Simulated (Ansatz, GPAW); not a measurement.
# Optical response of Zn3RhN (model structure), part 2 of 3

Aim: the dielectric function of Zn3RhN (model structure), and the optical constants that follow from it. The cell was made here by substitution or stacking, whether or not such a phase is known. It was built so: All Ir replaced by Rh and Mn replaced by Zn in the Pm-3m structure of Mn3IrN. The cell is first relaxed with Ansatz.

GPAW 26.7.0; DFT, PBE, plane-wave PAW (GPAW data sets), scalar-relativistic, RPA, optical limit.

So far: The starting structure; Relaxation.

## (3) Ground state

The self-consistent density comes first; it also tells whether there is a gap, which decides the occupations and the need for a Drude term.

This step: DFT, PBE, plane-wave PAW (GPAW data sets), scalar-relativistic, ground state (GPAW 26.7.0).

The input, gs.py:

```python
from ase import Atoms
from ase.dft.bandgap import bandgap
from gpaw import GPAW, PW, FermiDirac

atoms = Atoms(['Rh', 'Zn', 'Zn', 'Zn', 'N'],
              cell=[[4.05667212, 0.00000000, 0.00000000],
                    [0.00000000, 4.05667212, 0.00000000],
                    [0.00000000, 0.00000000, 4.05667212]],
              scaled_positions=[[1.00000000, 0.00000000, 0.00000000],
                                [0.50000000, 0.50000000, 1.00000000],
                                [0.50000000, 1.00000000, 0.50000000],
                                [0.00000000, 0.50000000, 0.50000000],
                                [0.50000000, 0.50000000, 0.50000000]],
              pbc=[True, True, True])
atoms.calc = GPAW(mode=PW(400), xc='PBE', kpts={'size': (6, 6, 6), 'gamma': True},
                  occupations=FermiDirac(0.05), maxiter=150, txt='gs.txt')
print('energy (eV)', atoms.get_potential_energy())
print('Fermi level (eV)', atoms.calc.get_fermi_level())
print('valence electrons', atoms.calc.get_number_of_electrons())
print('gap (eV)', bandgap(atoms.calc, output=None)[0])
print('direct gap (eV)', bandgap(atoms.calc, direct=True, output=None)[0])
atoms.calc.write('gs.gpw')
```

Launch:

```bash
OMP_NUM_THREADS=1 python gs.py
```

Numbers of over 12 decimals in the logs are rounded to 6 here.

The log of the run:

```text
__  _  _
 | _ |_)|_||  |
 |__||  | ||/\| - 26.7.0

Versions:
  Python: 3.12.14
  ASE:    3.29.0
  Numpy:  2.5.5
  Scipy:  1.18.1
  Libxc:  7.0.0

Input parameters:
  mode=PW(ecut=400.0),
  kpts=MonkhorstPack(size=(6, 6, 6), gamma=True),
  maxiter=150,
  occupations=Occupations(name='fermi-dirac', width=0.05, fixmagmom=False),
  xc=XC(name='PBE')

Diagonalizing LCAO Hamiltonian
Converting LCAO to pw mode
   .---------.
  /|         |
 * |         |
 |Zn   N     |
 | |         |
 | .--Zn-----.
 |/    Zn   /
 Rh--------*

Atoms  # Å, Bohr magnetons
|   | symbol |        x |        y |        z |    initial magnetic moments |
| 0 |     Rh | 4.056672 | 0.000000 | 0.000000 | ( 0.0000,  0.0000,  0.0000) |
| 1 |     Zn | 2.028336 | 2.028336 | 4.056672 | ( 0.0000,  0.0000,  0.0000) |
| 2 |     Zn | 2.028336 | 4.056672 | 2.028336 | ( 0.0000,  0.0000,  0.0000) |
| 3 |     Zn | 0.000000 | 2.028336 | 2.028336 | ( 0.0000,  0.0000,  0.0000) |
| 4 |      N | 2.028336 | 2.028336 | 2.028336 | ( 0.0000,  0.0000,  0.0000) |

Unit cell  # Å
| periodic |        x |        y |        z |  lengths |    angles |
|      yes | 4.056672 | 0.000000 | 0.000000 | 4.056672 | 90.000000 |
|      yes | 0.000000 | 4.056672 | 0.000000 | 4.056672 | 90.000000 |
|      yes | 0.000000 | 0.000000 | 4.056672 | 4.056672 | 90.000000 |

Number of symmetries: 48
Symmetry operations  # r_c * U_cc + t_c -> r_c
|    | kind |            matrix            |
|  0 |  E   |  1, 0, 0,  0, 1, 0,  0, 0, 1 |
|  1 |  σ   |  1, 0, 0,  0, 1, 0,  0, 0,-1 |
|  2 |  σ   |  1, 0, 0,  0, 0, 1,  0, 1, 0 |
|  3 |  C4  |  1, 0, 0,  0, 0, 1,  0,-1, 0 |
|  4 |  C4  |  1, 0, 0,  0, 0,-1,  0, 1, 0 |
|  5 |  σ   |  1, 0, 0,  0, 0,-1,  0,-1, 0 |
|  6 |  σ   |  1, 0, 0,  0,-1, 0,  0, 0, 1 |
|  7 |  C2  |  1, 0, 0,  0,-1, 0,  0, 0,-1 |
|  8 |  σ   |  0, 1, 0,  1, 0, 0,  0, 0, 1 |
|  9 |  C2  |  0, 1, 0,  1, 0, 0,  0, 0,-1 |
| 10 |  C3  |  0, 1, 0,  0, 0, 1,  1, 0, 0 |
| 11 |  S6  |  0, 1, 0,  0, 0, 1, -1, 0, 0 |
| 12 |  S6  |  0, 1, 0,  0, 0,-1,  1, 0, 0 |
| 13 |  C3  |  0, 1, 0,  0, 0,-1, -1, 0, 0 |
| 14 |  C4  |  0, 1, 0, -1, 0, 0,  0, 0, 1 |
| 15 |  S4  |  0, 1, 0, -1, 0, 0,  0, 0,-1 |
| 16 |  C3  |  0, 0, 1,  1, 0, 0,  0, 1, 0 |
| 17 |  S6  |  0, 0, 1,  1, 0, 0,  0,-1, 0 |
| 18 |  σ   |  0, 0, 1,  0, 1, 0,  1, 0, 0 |
| 19 |  C4  |  0, 0, 1,  0, 1, 0, -1, 0, 0 |
| 20 |  C2  |  0, 0, 1,  0,-1, 0,  1, 0, 0 |
| 21 |  S4  |  0, 0, 1,  0,-1, 0, -1, 0, 0 |
| 22 |  S6  |  0, 0, 1, -1, 0, 0,  0, 1, 0 |
| 23 |  C3  |  0, 0, 1, -1, 0, 0,  0,-1, 0 |
| 24 |  S6  |  0, 0,-1,  1, 0, 0,  0, 1, 0 |
| 25 |  C3  |  0, 0,-1,  1, 0, 0,  0,-1, 0 |
| 26 |  C4  |  0, 0,-1,  0, 1, 0,  1, 0, 0 |
| 27 |  σ   |  0, 0,-1,  0, 1, 0, -1, 0, 0 |
| 28 |  S4  |  0, 0,-1,  0,-1, 0,  1, 0, 0 |
| 29 |  C2  |  0, 0,-1,  0,-1, 0, -1, 0, 0 |
| 30 |  C3  |  0, 0,-1, -1, 0, 0,  0, 1, 0 |
| 31 |  S6  |  0, 0,-1, -1, 0, 0,  0,-1, 0 |
| 32 |  C4  |  0,-1, 0,  1, 0, 0,  0, 0, 1 |
| 33 |  S4  |  0,-1, 0,  1, 0, 0,  0, 0,-1 |
| 34 |  S6  |  0,-1, 0,  0, 0, 1,  1, 0, 0 |
| 35 |  C3  |  0,-1, 0,  0, 0, 1, -1, 0, 0 |
| 36 |  C3  |  0,-1, 0,  0, 0,-1,  1, 0, 0 |
| 37 |  S6  |  0,-1, 0,  0, 0,-1, -1, 0, 0 |
| 38 |  σ   |  0,-1, 0, -1, 0, 0,  0, 0, 1 |
| 39 |  C2  |  0,-1, 0, -1, 0, 0,  0, 0,-1 |
| 40 |  σ   | -1, 0, 0,  0, 1, 0,  0, 0, 1 |
| 41 |  C2  | -1, 0, 0,  0, 1, 0,  0, 0,-1 |
| 42 |  C2  | -1, 0, 0,  0, 0, 1,  0, 1, 0 |
| 43 |  S4  | -1, 0, 0,  0, 0, 1,  0,-1, 0 |
| 44 |  S4  | -1, 0, 0,  0, 0,-1,  0, 1, 0 |
| 45 |  C2  | -1, 0, 0,  0, 0,-1,  0,-1, 0 |
| 46 |  C2  | -1, 0, 0,  0,-1, 0,  0, 0, 1 |
| 47 |  i   | -1, 0, 0,  0,-1, 0,  0, 0,-1 |

BZ-sampling:
  Number of BZ points: 216
  Number of IBZ points: 20

  Monkhorst-Pack size: [6, 6, 6]
  Monkhorst-Pack shift: [0.083333, 0.083333, 0.083333]

K-points  # in reciprocal-cell coordinates
|     |                                coordinates |     weight |
|   0 | (  0.00000000,   0.00000000,   0.00000000) | 0.00462963 |
|   1 | (  0.16666667,   0.00000000,   0.00000000) | 0.02777778 |
|   2 | (  0.16666667,   0.16666667,   0.00000000) | 0.05555556 |
|   3 | (  0.16666667,   0.16666667,   0.16666667) | 0.03703704 |
|   4 | (  0.33333333,   0.00000000,   0.00000000) | 0.02777778 |
|   5 | (  0.33333333,   0.16666667,   0.00000000) | 0.11111111 |
|   6 | (  0.33333333,   0.16666667,   0.16666667) | 0.11111111 |
|   7 | (  0.33333333,   0.33333333,   0.00000000) | 0.05555556 |
|   8 | (  0.33333333,   0.33333333,   0.16666667) | 0.11111111 |
|   9 | (  0.33333333,   0.33333333,   0.33333333) | 0.03703704 |
| ... |                                            |            |
|  19 | (  0.50000000,   0.50000000,   0.50000000) | 0.00462963 |

Plane wave coefficients: 1233
Cutoff: 400.0 eV

Spin-components: 1 (collinear spins)
Bands:           38
Projectors:      29
Spin-degeneracy: 2
Datatype:        complex128

Parallelization:
  kpt:    1
  domain: 1
  band:   1

Density:
  Valence electrons: 56.0
  Components: 1
  Grid points: [20 20 20]
  Charge: 0.0  # |e|

Potential:
  Grid points: [20 20 20]

species:
  Rh:
    name:    Rhodium
    id:
    Z:       45.0
    valence: 15
    core:    30
    charge:  0.0  # [|e|]
    compensation charges:
      type: gauss
      rc: 0.38  # [Å]
      lmax: 2
    cutoffs:
      filter: 2.48  # [Å]
      core: 2.35  # [Å]
    projectors
    | kind |    occ | energy [eV] | rcut [Å] |
    |   5s |  1.000 |      -4.297 |    1.270 |
    |   4p |  6.000 |     -50.429 |    1.381 |
    |   5p |  0.000 |      -0.852 |    1.381 |
    |   4d |  8.000 |      -5.942 |    1.244 |
    |    s |        |      22.915 |    1.270 |
    |    d |        |      21.270 |    1.244 |

    Using partial waves for Rh as LCAO basis

  Zn:
    name:    Zinc
    id:
    Z:       30.0
    valence: 12
    core:    18
    charge:  0.0  # [|e|]
    compensation charges:
      type: gauss
      rc: 0.37  # [Å]
      lmax: 2
    cutoffs:
      filter: 2.14  # [Å]
      core: 2.28  # [Å]
    projectors
    | kind |    occ | energy [eV] | rcut [Å] |
    |   4s |  2.000 |      -5.977 |    1.286 |
    |   4p |  0.000 |      -1.117 |    1.270 |
    |   3d | 10.000 |     -10.142 |    1.180 |
    |    s |        |      21.234 |    1.286 |
    |    p |        |      26.095 |    1.270 |
    |    d |        |      17.070 |    1.180 |

    Using partial waves for Zn as LCAO basis

  N:
    name:    Nitrogen
    id:
    Z:       7.0
    valence: 5
    core:    2
    charge:  0.0  # [|e|]
    compensation charges:
      type: gauss
      rc: 0.18  # [Å]
      lmax: 2
    cutoffs:
      filter: 1.11  # [Å]
      core: 0.96  # [Å]
    projectors
    | kind |    occ | energy [eV] | rcut [Å] |
    |   2s |  2.000 |     -18.583 |    0.603 |
    |   2p |  3.000 |      -7.089 |    0.529 |
    |    s |        |       8.629 |    0.603 |
    |    p |        |      20.123 |    0.529 |
    |    d |        |       0.000 |    0.577 |

    Using partial waves for N as LCAO basis

Reference energy: -278200.348463  # eV

eigensolver:
  PPCG
  Converge bands: occupied
  niter=2

density mixing:
  MSR1-Mixer
  Pratt-step length: 0.05
  Maximum mixing coefficient: 0.75
  Old densities: 10
  SVD Regularization: 0.005
  Good broyden scale: 1.0
  Trust region scale: 1.0
  Backstep threshold: 4.0
  History deletion threshold: 6.0
  Fourier metric: weight=20.0, sigma=0.015

occupation numbers:
  Fermi-Dirac:
    width: 0.0500  # eV

poisson solver:
  ecut: 3200.0  # eV

xc functional:
  name: PBE with 2 nearest neighbor stencil

convergence criteria:
- Maximum [total energy] change in last 3 cyles: 0.0005 eV / valence electron
- Maximum integral of absolute [dens]ity change: 0.0001 electrons / valence electron
- Maximum integral of absolute [eigenst]ate change: 4e-08 eV^2 / valence electron
maximum number of iterations: 150

SCF iterations
|iter     |      energy | eigst |  dens |
|iter:   1||  -17.466016 | +0.26 |       |
|iter:   2||  -17.044858 | -1.56 | -1.27 |
|iter:   3||  -16.179747 | -1.30 | -1.33 |
|iter:   4||  -16.041656 | -1.65 | -1.61 |
|iter:   5||  -15.984940 | -2.97 | -1.71 |
|iter:   6||  -15.981324 | -3.00 | -2.11 |
|iter:   7||  -15.981685c| -4.26 | -2.91 |
|iter:   8||  -15.981824c| -5.02 | -3.29 |
|iter:   9||  -15.981842c| -6.57 | -4.09c|
|iter:  10||  -15.981849c| -6.90 | -4.53c|
|iter:  11||  -15.981850c| -8.48c| -5.15c|

Converged in 11 steps
SCF loop duration: 14.063 s (1.278 s/step)
Energy contributions relative to reference atoms: (reference = -278200.348463)

Energy contributions:
  Kinetic:           9.147520
  Coulomb:          -1.855290
  Zero:             -0.244563
  External:          0.000000
  Xc:              -23.020541
  Entropy:          -0.017952
  Spinorbit:         0.000000
  ----------------------------
  Free energy:     -15.990825
  Extrapolated:    -15.981850

dipole moment: (-19.685007, -19.685007, -19.685007)  # |e|*Ang

Fermi level: 7.486
Eigenvalues  # (at kpt = [0.000, 0.000, 0.000])
| band index |      eig [eV] | occ [0-2] |
|          0 |       -37.723 |     2.000 |
|        ... |               |           |
|         20 |         2.352 |     2.000 |
|         21 |         2.352 |     2.000 |
|         22 |         3.725 |     2.000 |
|         23 |         5.263 |     2.000 |
|         24 |         5.263 |     2.000 |
|         25 |         6.658 |     2.000 |
|         26 |         6.658 |     2.000 |
|         27 |         6.658 |     2.000 |
|         28 |        10.796 |     0.000 |
|         29 |        10.796 |     0.000 |
|         30 |        11.125 |     0.000 |
|         31 |        11.125 |     0.000 |
|         32 |        11.125 |     0.000 |
|         33 |        15.287 |     0.000 |
|         34 |        15.287 |     0.000 |
|         35 |        15.287 |     0.000 |
|        ... |               |           |
|         37 |        22.817 |     0.000 |

No gap
No difference between direct/indirect transitions

--- standard output ---
energy (eV) -15.981850
Fermi level (eV) 7.485919
valence electrons 56.0
gap (eV) 0.0
direct gap (eV) 0.0
```

Run time: 16 s. Hardware: 1 thread of Arm Neoverse V2, shared host; peak memory 0.16 GiB.

This step gave:

```
energy       : -15.98 eV
Fermi energy : 7.486 eV
electrons    : 56
```

There are states at the Fermi level within the smearing, so the occupations stay smeared and the carriers get a Drude term.

## (4) Bands for the response

At the fixed density, many empty bands are solved on the mesh of the response, since the spectrum sums over them.

This step: DFT, PBE, plane-wave PAW (GPAW data sets), scalar-relativistic, bands at fixed density (GPAW 26.7.0).

The input, nscf.py:

```python
from ase.dft.bandgap import bandgap
from gpaw import GPAW, FermiDirac

calc = GPAW('gs.gpw').fixed_density(kpts={'size': (8, 8, 8), 'gamma': True}, nbands=58, convergence={'bands': 52},
                                    occupations=FermiDirac(0.05), txt='nscf.txt')
print('gap (eV)', bandgap(calc, output=None)[0])
print('direct gap (eV)', bandgap(calc, direct=True, output=None)[0])
print('top band over the Fermi level (eV)', min(calc.get_eigenvalues(kpt=k)[51] for k in range(len(calc.get_ibz_k_points()))) - calc.get_fermi_level())
calc.write('full.gpw', mode='all')
```

Launch:

```bash
OMP_NUM_THREADS=1 python nscf.py
```

The log of the run:

```text
Diagonalizing LCAO Hamiltonian
Converting LCAO to pw mode
convergence criteria:
- Maximum integral of absolute [eigenst]ate change: 4e-08 eV^2 / valence electron
maximum number of iterations: 150

SCF iterations
|iter     |      energy | eigst |  dens |
|iter:   1||             | +2.49 |       |
|iter:   2||             | +1.93 |       |
|iter:   3||             | +1.32 |       |
|iter:   4||             | +0.25 |       |
|iter:   5||             | -0.25 |       |
|iter:   6||             | -0.94 |       |
|iter:   7||             | -1.50 |       |
|iter:   8||             | -2.12 |       |
|iter:   9||             | -2.73 |       |
|iter:  10||             | -3.35 |       |
|iter:  11||             | -3.99 |       |
|iter:  12||             | -4.59 |       |
|iter:  13||             | -5.25 |       |
|iter:  14||             | -5.83 |       |
|iter:  15||             | -6.59 |       |
|iter:  16||             | -7.29 |       |
|iter:  17||             | -7.75c|       |
SCF steps: 17
  __  _  _
 | _ |_)|_||  |
 |__||  | ||/\| - 26.7.0

Versions:
  Python: 3.12.14
  ASE:    3.29.0
  Numpy:  2.5.5
  Scipy:  1.18.1
  Libxc:  7.0.0

Input parameters:
  mode=PW(ecut=400.0),
  convergence={'bands': 52},
  gpts=array([20, 20, 20]),
  kpts=MonkhorstPack(size=(8, 8, 8), gamma=True),
  maxiter=150,
  nbands=58,
  occupations=Occupations(name='fermi-dirac', width=0.05, fixmagmom=False),
  parallel={},
  xc=XC(name='PBE')

--- standard output ---
gap (eV) 0.0
direct gap (eV) 0.0
top band over the Fermi level (eV) 20.940084
```

The job ended after 53 s (1 thread; peak memory 0.21 GiB).

(Part 2 of 3 ends here.)

[Machine, clock and banner lines and Python warnings are left out of the logs.]

[Logs are printed without paths, hosts, clocks, repeated set-up lines and the standing remarks that a program may print on its own settings, such as how far it seeks lower states.]

[Hosts, paths, dates, database ids (printed as entryN), source tags and the programs' standing remarks are cut or masked in the printed files.]
